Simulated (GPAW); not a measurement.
**How C absorbs and reflects light**

Aim: the dielectric function of C, and the optical constants that follow from it.

Method: DFT, LDA, plane-wave PAW (GPAW data sets), scalar-relativistic, RPA, optical limit, in GPAW 26.7.0.

**1. Starting point**

Symmetry: Fd-3m, No. 227, cubic system. The conventional cell has a = 3.567 Å, b = 3.567 Å, c = 3.567 Å, α = 90.00°, β = 90.00°, γ = 90.00°. Nearest to C lie 4 C at 1.54 Å.

As a file:

```cif
data_structure
_symmetry_space_group_name_H-M 'Fd-3m:1'
_symmetry_Int_Tables_number 227
_cell_length_a 3.5667
_cell_length_b 3.5667
_cell_length_c 3.5667
_cell_angle_alpha 90.000
_cell_angle_beta 90.000
_cell_angle_gamma 90.000
_cell_volume 45.37
loop_
_atom_site_label
_atom_site_type_symbol
_atom_site_symmetry_multiplicity
_atom_site_Wyckoff_symbol
_atom_site_fract_x
_atom_site_fract_y
_atom_site_fract_z
_atom_site_occupancy
C1 C 8 a 0.25000 0.25000 0.25000 1
```

**2. Ground state**

The self-consistent density comes first; it also tells whether there is a gap, which decides the occupations and the need for a Drude term.

This step: DFT, LDA, plane-wave PAW (GPAW data sets), scalar-relativistic, ground state (GPAW 26.7.0).

gs.py reads:

```python
from ase import Atoms
from ase.dft.bandgap import bandgap
from gpaw import GPAW, PW, FermiDirac

atoms = Atoms(['C', 'C'],
              cell=[[0.000000000000, 1.783370000000, 1.783370000000],
                    [1.783370000000, 0.000000000000, 1.783370000000],
                    [1.783370000000, 1.783370000000, 0.000000000000]],
              scaled_positions=[[0.750000000000, 0.750000000000, 0.750000000000],
                                [0.500000000000, 0.500000000000, 0.500000000000]],
              pbc=[True, True, True])
atoms.calc = GPAW(mode=PW(500), xc='LDA', kpts={'size': (11, 11, 11), 'gamma': True},
                  occupations=FermiDirac(0.05), maxiter=150, txt='gs.txt')
print('energy (eV)', atoms.get_potential_energy())
print('Fermi level (eV)', atoms.calc.get_fermi_level())
print('valence electrons', atoms.calc.get_number_of_electrons())
print('gap (eV)', bandgap(atoms.calc, output=None)[0])
print('direct gap (eV)', bandgap(atoms.calc, direct=True, output=None)[0])
atoms.calc.write('gs.gpw')
```

The run is started by

```sh
$ OMP_NUM_THREADS=1 python gs.py
```

Numbers of over 12 decimals in the logs are rounded to 6 here.

The program printed:

```text
__  _  _
 | _ |_)|_||  |
 |__||  | ||/\| - 26.7.0

Versions:
  Python: 3.12.14
  ASE:    3.29.0
  Numpy:  2.5.5
  Scipy:  1.18.1
  Libxc:  7.0.0

Input parameters:
  mode=PW(ecut=500.0),
  kpts=MonkhorstPack(size=(11, 11, 11), gamma=True),
  maxiter=150,
  occupations=Occupations(name='fermi-dirac', width=0.05, fixmagmom=False),
  xc=XC(name='LDA')

Diagonalizing LCAO Hamiltonian
Converting LCAO to pw mode

          C
       C

Atoms  # Å, Bohr magnetons
|   | symbol |        x |        y |        z |    initial magnetic moments |
| 0 |      C | 2.675055 | 2.675055 | 2.675055 | ( 0.0000,  0.0000,  0.0000) |
| 1 |      C | 1.783370 | 1.783370 | 1.783370 | ( 0.0000,  0.0000,  0.0000) |

Unit cell  # Å
| periodic |        x |        y |        z |  lengths |    angles |
|      yes | 0.000000 | 1.783370 | 1.783370 | 2.522066 | 60.000000 |
|      yes | 1.783370 | 0.000000 | 1.783370 | 2.522066 | 60.000000 |
|      yes | 1.783370 | 1.783370 | 0.000000 | 2.522066 | 60.000000 |

Number of symmetries: 24
Symmetry operations  # r_c * U_cc + t_c -> r_c
|    | kind |            matrix            |
|  0 |  E   |  1, 0, 0,  0, 1, 0,  0, 0, 1 |
|  1 |  σ   |  1, 0, 0,  0, 0, 1,  0, 1, 0 |
|  2 |  σ   |  1, 0,-1,  0, 1,-1,  0, 0,-1 |
|  3 |  C3  |  1, 0,-1,  0, 0,-1,  0, 1,-1 |
|  4 |  C3  |  1,-1, 0,  0,-1, 1,  0,-1, 0 |
|  5 |  σ   |  1,-1, 0,  0,-1, 0,  0,-1, 1 |
|  6 |  σ   |  0, 1, 0,  1, 0, 0,  0, 0, 1 |
|  7 |  C3  |  0, 1, 0,  0, 0, 1,  1, 0, 0 |
|  8 |  C2  |  0, 1,-1,  1, 0,-1,  0, 0,-1 |
|  9 |  S4  |  0, 1,-1,  0, 0,-1,  1, 0,-1 |
| 10 |  C3  |  0, 0, 1,  1, 0, 0,  0, 1, 0 |
| 11 |  σ   |  0, 0, 1,  0, 1, 0,  1, 0, 0 |
| 12 |  S4  |  0, 0,-1,  1, 0,-1,  0, 1,-1 |
| 13 |  C3  |  0, 0,-1,  0, 1,-1,  1, 0,-1 |
| 14 |  S4  |  0,-1, 1,  1,-1, 0,  0,-1, 0 |
| 15 |  C2  |  0,-1, 1,  0,-1, 0,  1,-1, 0 |
| 16 |  C3  |  0,-1, 0,  1,-1, 0,  0,-1, 1 |
| 17 |  S4  |  0,-1, 0,  0,-1, 1,  1,-1, 0 |
| 18 |  S4  | -1, 1, 0, -1, 0, 1, -1, 0, 0 |
| 19 |  C3  | -1, 1, 0, -1, 0, 0, -1, 0, 1 |
| 20 |  C3  | -1, 0, 1, -1, 1, 0, -1, 0, 0 |
| 21 |  S4  | -1, 0, 1, -1, 0, 0, -1, 1, 0 |
| 22 |  σ   | -1, 0, 0, -1, 1, 0, -1, 0, 1 |
| 23 |  C2  | -1, 0, 0, -1, 0, 1, -1, 1, 0 |

BZ-sampling:
  Number of BZ points: 1331
  Number of IBZ points: 56

  Monkhorst-Pack size: [11, 11, 11]
  Monkhorst-Pack shift: [0, 0, 0]

K-points  # in reciprocal-cell coordinates
|     |                                coordinates |     weight |
|   0 | (  0.00000000,   0.00000000,   0.00000000) | 0.00075131 |
|   1 | (  0.09090909,   0.09090909,   0.00000000) | 0.00450789 |
|   2 | (  0.09090909,   0.09090909,   0.09090909) | 0.00601052 |
|   3 | (  0.18181818,   0.09090909,   0.09090909) | 0.00901578 |
|   4 | (  0.18181818,   0.18181818,   0.00000000) | 0.00450789 |
|   5 | (  0.18181818,   0.18181818,   0.09090909) | 0.01803156 |
|   6 | (  0.18181818,   0.18181818,   0.18181818) | 0.00601052 |
|   7 | (  0.27272727,   0.18181818,   0.09090909) | 0.01803156 |
|   8 | (  0.27272727,   0.18181818,   0.18181818) | 0.01803156 |
|   9 | (  0.27272727,   0.27272727,   0.00000000) | 0.00450789 |
| ... |                                            |            |
|  55 | (  0.45454545,   0.45454545,   0.45454545) | 0.00601052 |

Plane wave coefficients: 299
Cutoff: 500.0 eV

Spin-components: 1 (collinear spins)
Bands:           8
Projectors:      10
Spin-degeneracy: 2
Datatype:        complex128

Parallelization:
  kpt:    1
  domain: 1
  band:   1

Density:
  Valence electrons: 8.0
  Components: 1
  Grid points: [14 14 14]
  Charge: 0.0  # |e|

Potential:
  Grid points: [14 14 14]

species:
  C:
    name:    Carbon
    id:
    Z:       6.0
    valence: 4
    core:    2
    charge:  0.0  # [|e|]
    compensation charges:
      type: gauss
      rc: 0.20  # [Å]
      lmax: 2
    cutoffs:
      filter: 1.14  # [Å]
      core: 1.14  # [Å]
    projectors
    | kind |    occ | energy [eV] | rcut [Å] |
    |   2s |  2.000 |     -13.639 |    0.635 |
    |   2p |  2.000 |      -5.414 |    0.635 |
    |    s |        |      13.573 |    0.635 |
    |    p |        |      21.797 |    0.635 |
    |    d |        |       0.000 |    0.635 |

    Using partial waves for C as LCAO basis

Reference energy: -2037.605076  # eV

eigensolver:
  PPCG
  Converge bands: occupied
  niter=2

density mixing:
  MSR1-Mixer
  Pratt-step length: 0.05
  Maximum mixing coefficient: 0.75
  Old densities: 10
  SVD Regularization: 0.005
  Good broyden scale: 1.0
  Trust region scale: 1.0
  Backstep threshold: 4.0
  History deletion threshold: 6.0
  Fourier metric: weight=20.0, sigma=0.015

occupation numbers:
  Fermi-Dirac:
    width: 0.0500  # eV

poisson solver:
  ecut: 4000.0  # eV

xc functional:
  name: None

convergence criteria:
- Maximum [total energy] change in last 3 cyles: 0.0005 eV / valence electron
- Maximum integral of absolute [dens]ity change: 0.0001 electrons / valence electron
- Maximum integral of absolute [eigenst]ate change: 4e-08 eV^2 / valence electron
maximum number of iterations: 150

SCF iterations
|iter     |      energy | eigst |  dens |
|iter:   1||  -20.892923 | +0.06 |       |
|iter:   2||  -20.807263 | -2.62 | -0.79 |
|iter:   3||  -20.257681 | -1.35 | -0.82 |
|iter:   4||  -20.247793 | -2.53 | -1.50 |
|iter:   5||  -20.248227 | -4.48 | -2.23 |
|iter:   6||  -20.248233c| -6.68 | -3.40 |
|iter:   7||  -20.248234c| -8.27c| -4.04c|

Converged in 7 steps
SCF loop duration: 1.891 s (0.270 s/step)
Energy contributions relative to reference atoms: (reference = -2037.605076)

Energy contributions:
  Kinetic:          16.825443
  Coulomb:         -15.774563
  Zero:              0.022094
  External:          0.000000
  Xc:              -21.321208
  Entropy:           0.000000
  Spinorbit:         0.000000
  ----------------------------
  Free energy:     -20.248234
  Extrapolated:    -20.248234

dipole moment: (2.145958, 2.145958, 2.145958)  # |e|*Ang

Fermi level: 13.579
Eigenvalues  # (at kpt = [0.000, 0.000, 0.000])
| band index |      eig [eV] | occ [0-2] |
|          0 |        -9.518 |     2.000 |
|          1 |        11.810 |     2.000 |
|          2 |        11.810 |     2.000 |
|          3 |        11.810 |     2.000 |
|          4 |        17.356 |     0.000 |
|          5 |        17.356 |     0.000 |
|          6 |        17.356 |     0.000 |
|          7 |        25.356 |     0.000 |

Gap: 4.095 eV
Transition (v -> c):
  (s=0, k=0, n=3, [0.00, 0.00, 0.00]) -> (s=0, k=20, n=4, [0.36, 0.36, 0.00])
Direct/indirect transitions are different
Direct gap: 5.545 eV
Transition at: (s=0, k=0, n=3, [0.00, 0.00, 0.00])

--- standard output ---
energy (eV) -20.248234
Fermi level (eV) 13.579134
valence electrons 8.0
gap (eV) 4.095311
direct gap (eV) 5.545390
```

Run time: 3.3 s. Hardware: 1 thread of Arm Neoverse V2, shared host; peak memory 0.12 GiB.

This step gave:

- energy: -20.25 eV
- Fermi energy: 13.58 eV
- gap on the k-mesh: 4.095 eV
- direct gap on the mesh: 5.545 eV
- electrons: 8

There is a gap, 4.10 eV on this mesh (points off the mesh can give less), so no carriers' term is needed.

**3. Bands for the response**

At the fixed density, many empty bands are solved on the mesh of the response, since the spectrum sums over them.

This step: DFT, LDA, plane-wave PAW (GPAW data sets), scalar-relativistic, bands at fixed density (GPAW 26.7.0).

nscf.py reads:

```python
from ase.dft.bandgap import bandgap
from gpaw import GPAW, FermiDirac

calc = GPAW('gs.gpw').fixed_density(kpts={'size': (17, 17, 17), 'gamma': True}, nbands=22, convergence={'bands': 16},
                                    occupations=FermiDirac(0.001), txt='nscf.txt')
print('gap (eV)', bandgap(calc, output=None)[0])
print('direct gap (eV)', bandgap(calc, direct=True, output=None)[0])
print('top band over the Fermi level (eV)', min(calc.get_eigenvalues(kpt=k)[15] for k in range(len(calc.get_ibz_k_points()))) - calc.get_fermi_level())
calc.write('full.gpw', mode='all')
```

The run is started by

```sh
$ OMP_NUM_THREADS=1 python nscf.py
```

The program printed:

```text
Diagonalizing LCAO Hamiltonian
Converting LCAO to pw mode
convergence criteria:
- Maximum integral of absolute [eigenst]ate change: 4e-08 eV^2 / valence electron
maximum number of iterations: 150

SCF iterations
|iter     |      energy | eigst |  dens |
|iter:   1||             | +3.05 |       |
|iter:   2||             | +1.30 |       |
|iter:   3||             | -0.99 |       |
|iter:   4||             | -2.66 |       |
|iter:   5||             | -4.64 |       |
|iter:   6||             | -6.07 |       |
|iter:   7||             | -7.55c|       |
SCF steps: 7
  __  _  _
 | _ |_)|_||  |
 |__||  | ||/\| - 26.7.0

Versions:
  Python: 3.12.14
  ASE:    3.29.0
  Numpy:  2.5.5
  Scipy:  1.18.1
  Libxc:  7.0.0

Input parameters:
  mode=PW(ecut=500.0),
  convergence={'bands': 16},
  gpts=array([14, 14, 14]),
  kpts=MonkhorstPack(size=(17, 17, 17), gamma=True),
  maxiter=150,
  nbands=22,
  occupations=Occupations(name='fermi-dirac', width=0.001, fixmagmom=False),
  parallel={},
  xc=XC(name='LDA')

--- standard output ---
gap (eV) 4.099156
direct gap (eV) 5.545390
top band over the Fermi level (eV) 37.773714
```

Run time: 14 s. Hardware: 1 thread; peak memory 0.15 GiB.

Numbers from this step:

* gap on the k-mesh: 4.099 eV

**4. Dielectric function, RPA**

Local fields let the induced charge screen the field inside the cell, which as a rule lowers ε, most along directions where the density is uneven.

This step: DFT, LDA, plane-wave PAW (GPAW data sets), scalar-relativistic, RPA, optical limit (GPAW 26.7.0).

df.py reads:

```python
from gpaw.response.df import DielectricFunction

df = DielectricFunction('full.gpw', frequencies={'type': 'nonlinear', 'domega0': 0.03, 'omega2': 8},
                        ecut=50,
                        eta=0.15,
                        nbands=16,
                        txt='df.txt')
for direction in ['x']:
    df.get_dielectric_function(xc='RPA', direction=direction, filename=f'df_{direction}.csv')
```

The run is started by

```sh
$ OMP_NUM_THREADS=1 python df.py
```

The program printed:

```text
Using integrator: PointIntegrator
NonLinearFrequencyDescriptor(from 0.000 to 74.322 eV, 512 points)
Nonperiodic BCs:  [False False False]
Using integrator: PointIntegrator
NonLinearFrequencyDescriptor(from 0.000 to 74.322 eV, 512 points)
Nonperiodic BCs:  [False False False]

Calculating chi0 body with:
    Ground state adapter containing:
    Number of spins: 1
    Number of kpoints: 4913
    Number of irreducible kpoints: 165
    Number of completely occupied states: 4
    Number of partially occupied states: 4

    Linear response parametrization:
    q_c: [0.0, 0.0, 0.0]
    Number of frequency points: 512
    Planewave cutoff: 50.0
    Number of bands: 16
    Number of planewaves: 15
    Broadening (eta): 0.15

Integrating chi0 body.

Symmetries of q_c:
    Direct symmetries (Uq -> q): 24
    Indirect symmetries (TUq -> q): 24
In total 48 allowed symmetries.

165 groups of equivalent kpoints. 96.641563% reduction.

Integral kind: spectral function

Calculating chi0 optical extensions with:
    Ground state adapter containing:
    Number of spins: 1
    Number of kpoints: 4913
    Number of irreducible kpoints: 165
    Number of completely occupied states: 4
    Number of partially occupied states: 4

    Linear response parametrization:
    Number of frequency points: 512
    Planewave cutoff: 50.0
    Number of bands: 16
    Number of planewaves: 15
    Broadening (eta): 0.15
Integrating chi0 head and wings.

Symmetries of q_c:
    Direct symmetries (Uq -> q): 24
    Indirect symmetries (TUq -> q): 24
In total 48 allowed symmetries.

165 groups of equivalent kpoints. 96.641563% reduction.

Integral kind: spectral function wings
```

Elapsed: 2.9 s, on 1 thread; peak memory 0.16 GiB.

This step gave:

| Item | Value |
| --- | --- |
| electronic dielectric constant ε∞, mean over x, y and z (by symmetry where fewer were run) | 5.814 |
| main peak of Im epsilon, first axis | 11.00 eV |

Some rows of df_x.csv (energy; Re and Im without local fields; Re and Im with them):

```text
0.000000, 5.965060, 0.000000, 5.813919, -0.000000
0.429336, 5.973537, 0.005945, 5.822003, 0.005668
0.878195, 6.000799, 0.012346, 5.847996, 0.011770
1.347938, 6.050420, 0.019481, 5.895298, 0.018567
1.840057, 6.127531, 0.027761, 5.968777, 0.026446
2.356191, 6.239720, 0.037843, 6.075619, 0.036026
2.898142, 6.398756, 0.050880, 6.226949, 0.048390
3.467895, 6.624259, 0.069168, 6.441273, 0.065692
4.067647, 6.952960, 0.098233, 6.753158, 0.093112
4.699832, 7.469924, 0.157073, 7.242472, 0.148443
5.367152, 8.486733, 0.437313, 8.201220, 0.411464
6.072622, 8.406760, 2.149766, 8.133016, 2.023388
6.819608, 8.180487, 3.112475, 7.932888, 2.912699
7.611886, 9.030658, 3.732417, 8.737346, 3.487814
8.453705, 8.855900, 4.704404, 8.640849, 4.433538
9.349861, 9.582348, 5.920307, 9.392362, 5.541340
10.305790, 11.039696, 10.670463, 10.933026, 9.904678
11.327680, 2.668930, 15.891366, 3.382078, 15.358674
12.422601, -4.226587, 6.851772, -4.106038, 6.844438
13.598673, -4.131674, 8.246391, -3.887977, 8.419837
```

The Im ε, E ∥ x has structure finer than the step of the table below, so its rows give means over 0.25 eV, whole bins alone (the curve runs from 0 to 14.0 eV). Peaks (eV: height): 11.029: 21.4, 11.633: 21.4, 13.512: 9.04.

Values under the direct gap are tails of Lorentzian lines. Table of Im ε, E ∥ x by photon energy; means over each step:

```csv
photon energy (eV),"Im ε, E ∥ x"
0.25,0.00329
0.50,0.00661
0.75,0.0100
1.00,0.0135
1.25,0.0171
1.50,0.0209
1.75,0.0249
2.00,0.0293
2.25,0.0339
2.50,0.0390
2.75,0.0448
3.00,0.0511
3.25,0.0584
3.50,0.0669
3.75,0.0771
4.00,0.0894
4.25,0.105
4.50,0.126
4.75,0.156
5.00,0.206
5.25,0.316
5.50,0.613
5.75,1.19
6.00,2.11
6.25,1.74
6.50,2.53
6.75,3.12
7.00,2.60
7.25,3.24
7.50,3.29
7.75,3.71
8.00,3.64
8.25,4.25
8.50,4.37
8.75,4.43
9.00,5.28
9.25,5.59
9.50,5.95
9.75,6.50
10.00,7.39
10.25,9.46
10.50,10.6
10.75,14.9
11.00,20.4
11.25,16.5
11.50,19.1
11.75,18.6
12.00,11.6
12.25,7.78
12.50,6.70
12.75,6.30
13.00,6.50
13.25,7.67
13.50,8.66
13.75,7.08
```

Re ε, E ∥ x against photon energy:

photon energy (eV), Re ε, E ∥ x and a bar from the least value:
```
      0.0        5.8 #####################
      0.5        5.8 #####################
      1.0        5.9 #####################
      1.5        5.9 #####################
      2.0        6.0 #####################
      2.5        6.1 #####################
      3.0        6.3 ######################
      3.5        6.5 ######################
      4.0        6.7 ######################
      4.5        7.1 #######################
      5.0        7.6 ########################
      5.5        8.4 #########################
      6.0        8.4 #########################
      6.5        9.1 ##########################
      7.0        8.4 #########################
      7.5        8.6 #########################
      8.0        8.7 #########################
      8.5        8.6 #########################
      9.0        9.4 ##########################
      9.5        9.9 ###########################
     10.0       11.1 #############################
     10.5       11.8 ##############################
     11.0        6.8 ######################
     11.5        3.4 #################
     12.0       -8.1 
     12.5       -3.7 #######
     13.0       -1.3 ##########
     13.5       -2.6 ########
```

The reflectivity at normal incidence, E ∥ x has structure finer than the step of the table below, so its rows give means over 0.5 eV, whole bins alone (the curve runs from 0 to 14.0 eV). Peaks (eV: height): 11.94: 62.9.

Table of reflectivity at normal incidence, E ∥ x by photon energy; means over each step:

photon energy (eV), reflectivity at normal incidence, E ∥ x (%) and a bar from the least value:
```
      0.5       17.1 
      1.0       17.2 
      1.5       17.4 
      2.0       17.7 
      2.5       18.0 #
      3.0       18.4 #
      3.5       18.9 #
      4.0       19.6 ##
      4.5       20.6 ##
      5.0       21.9 ###
      5.5       23.9 #####
      6.0       24.9 #####
      6.5       25.9 ######
      7.0       25.3 ######
      7.5       26.3 ######
      8.0       27.0 #######
      8.5       27.8 #######
      9.0       29.8 #########
      9.5       31.2 ##########
     10.0       34.6 ############
     10.5       39.2 ###############
     11.0       48.9 #####################
     11.5       51.6 #######################
     12.0       61.5 ##############################
     12.5       51.4 #######################
     13.0       41.4 ################
     13.5       47.5 #####################
```

The Im ε, E ∥ x has structure finer than the step of the table below, so its rows give means over 0.25 eV, whole bins alone (the curve runs from 0 to 14.0 eV). Peaks (eV: height): without local fields 10.955: 22.5, 11.633: 21.3; with local fields 11.029: 21.4, 11.633: 21.4, 13.512: 9.04.

Values under the direct gap are tails of Lorentzian lines. Im ε, E ∥ x against photon energy; means over each step:

```csv
photon energy (eV),without local fields,with local fields
0.25,0.00345,0.00329
0.50,0.00694,0.00661
0.75,0.0105,0.0100
1.00,0.0142,0.0135
1.25,0.0179,0.0171
1.50,0.0219,0.0209
1.75,0.0262,0.0249
2.00,0.0307,0.0293
2.25,0.0356,0.0339
2.50,0.0410,0.0390
2.75,0.0470,0.0448
3.00,0.0538,0.0511
3.25,0.0615,0.0584
3.50,0.0705,0.0669
3.75,0.0812,0.0771
4.00,0.0943,0.0894
4.25,0.111,0.105
4.50,0.133,0.126
4.75,0.165,0.156
5.00,0.218,0.206
5.25,0.336,0.316
5.50,0.652,0.613
5.75,1.27,1.19
6.00,2.25,2.11
6.25,1.85,1.74
6.50,2.71,2.53
6.75,3.34,3.12
7.00,2.80,2.60
7.25,3.46,3.24
7.50,3.51,3.29
7.75,3.98,3.71
8.00,3.92,3.64
8.25,4.55,4.25
8.50,4.64,4.37
8.75,4.74,4.43
9.00,5.68,5.28
9.25,6.00,5.59
9.50,6.34,5.95
9.75,6.93,6.50
10.00,7.98,7.39
10.25,10.2,9.46
10.50,11.4,10.6
10.75,16.0,14.9
11.00,21.5,20.4
11.25,17.0,16.5
11.50,19.5,19.1
11.75,18.2,18.6
12.00,11.2,11.6
12.25,7.67,7.78
12.50,6.73,6.70
12.75,6.37,6.30
13.00,6.59,6.50
13.25,7.73,7.67
13.50,8.56,8.66
13.75,6.97,7.08
```

Table of refractive index n and extinction k by photon energy:

```csv
photon energy (eV),n,k
0.0,2.41,0
0.5,2.41,0.00137
1.0,2.42,0.00279
1.5,2.43,0.00430
2.0,2.45,0.00597
2.5,2.47,0.00789
3.0,2.50,0.0102
3.5,2.54,0.0132
4.0,2.59,0.0172
4.5,2.66,0.0236
5.0,2.75,0.0371
5.5,2.91,0.107
6.0,2.92,0.386
6.5,3.05,0.405
7.0,2.92,0.428
7.5,2.97,0.540
8.0,3.01,0.590
8.5,3.02,0.727
9.0,3.18,0.832
9.5,3.27,0.911
10.0,3.49,1.04
10.5,3.70,1.40
11.0,3.82,2.80
11.5,3.39,2.85
12.0,1.71,3.32
12.5,1.41,2.39
13.0,1.61,1.98
13.5,1.84,2.45
```

Optical constants at common wavelengths, from n + ik = √ε:

```csv
wavelength (nm),n,k,R (%),1/α
1064,2.42,0.003,17.3,26 µm
800,2.43,0.004,17.4,14 µm
633,2.45,0.006,17.6,8.6 µm
532,2.46,0.007,17.9,5.9 µm
450,2.49,0.009,18.2,4.0 µm
405,2.51,0.011,18.5,3.1 µm
365,2.53,0.012,18.8,2.3 µm
```

Below the direct gap, k and the depth come from the tails of the Lorentzian lines, not from transitions.

**5. What came out**

```yaml
electronic_dielectric_constant_eps_infinity_mean_over_x_y_and_z_by_symmetry_where_fewer_were_run_rpa: 5.81
main_peak_of_im_epsilon_first_axis: 11.0 eV
```

What this shows: At this level (LDA, RPA) C has ε∞ = 5.81 and n = 2.42 at 1550 nm, and Im ε peaks at 11.0 eV. On the mesh the gap is 4.10 eV and the least direct gap 5.55 eV, so on this mesh the band edges lie at different points. Local fields change the static value along x from 5.97 to 5.81 (-3 %). Distinct maxima of Im ε, read by a parabola through the highest points, lie at 11.00 eV (22), 11.62 eV (21) and 13.49 eV (9.1). Excitons and phonon-assisted transitions are missing; LDA gaps are as a rule too small, which pulls the onset down and ε∞ up. The sum runs over mesh points, so small or evenly spaced maxima can still be ripples of the mesh.

[Machine, clock and banner lines and Python warnings are left out of the logs.]

[Logs are printed without paths, hosts, clocks, repeated set-up lines and the standing remarks that a program may print on its own settings, such as how far it seeks lower states.]

[Hosts, paths, dates, database ids (printed as entryN), source tags and the programs' standing remarks are cut or masked in the printed files.]
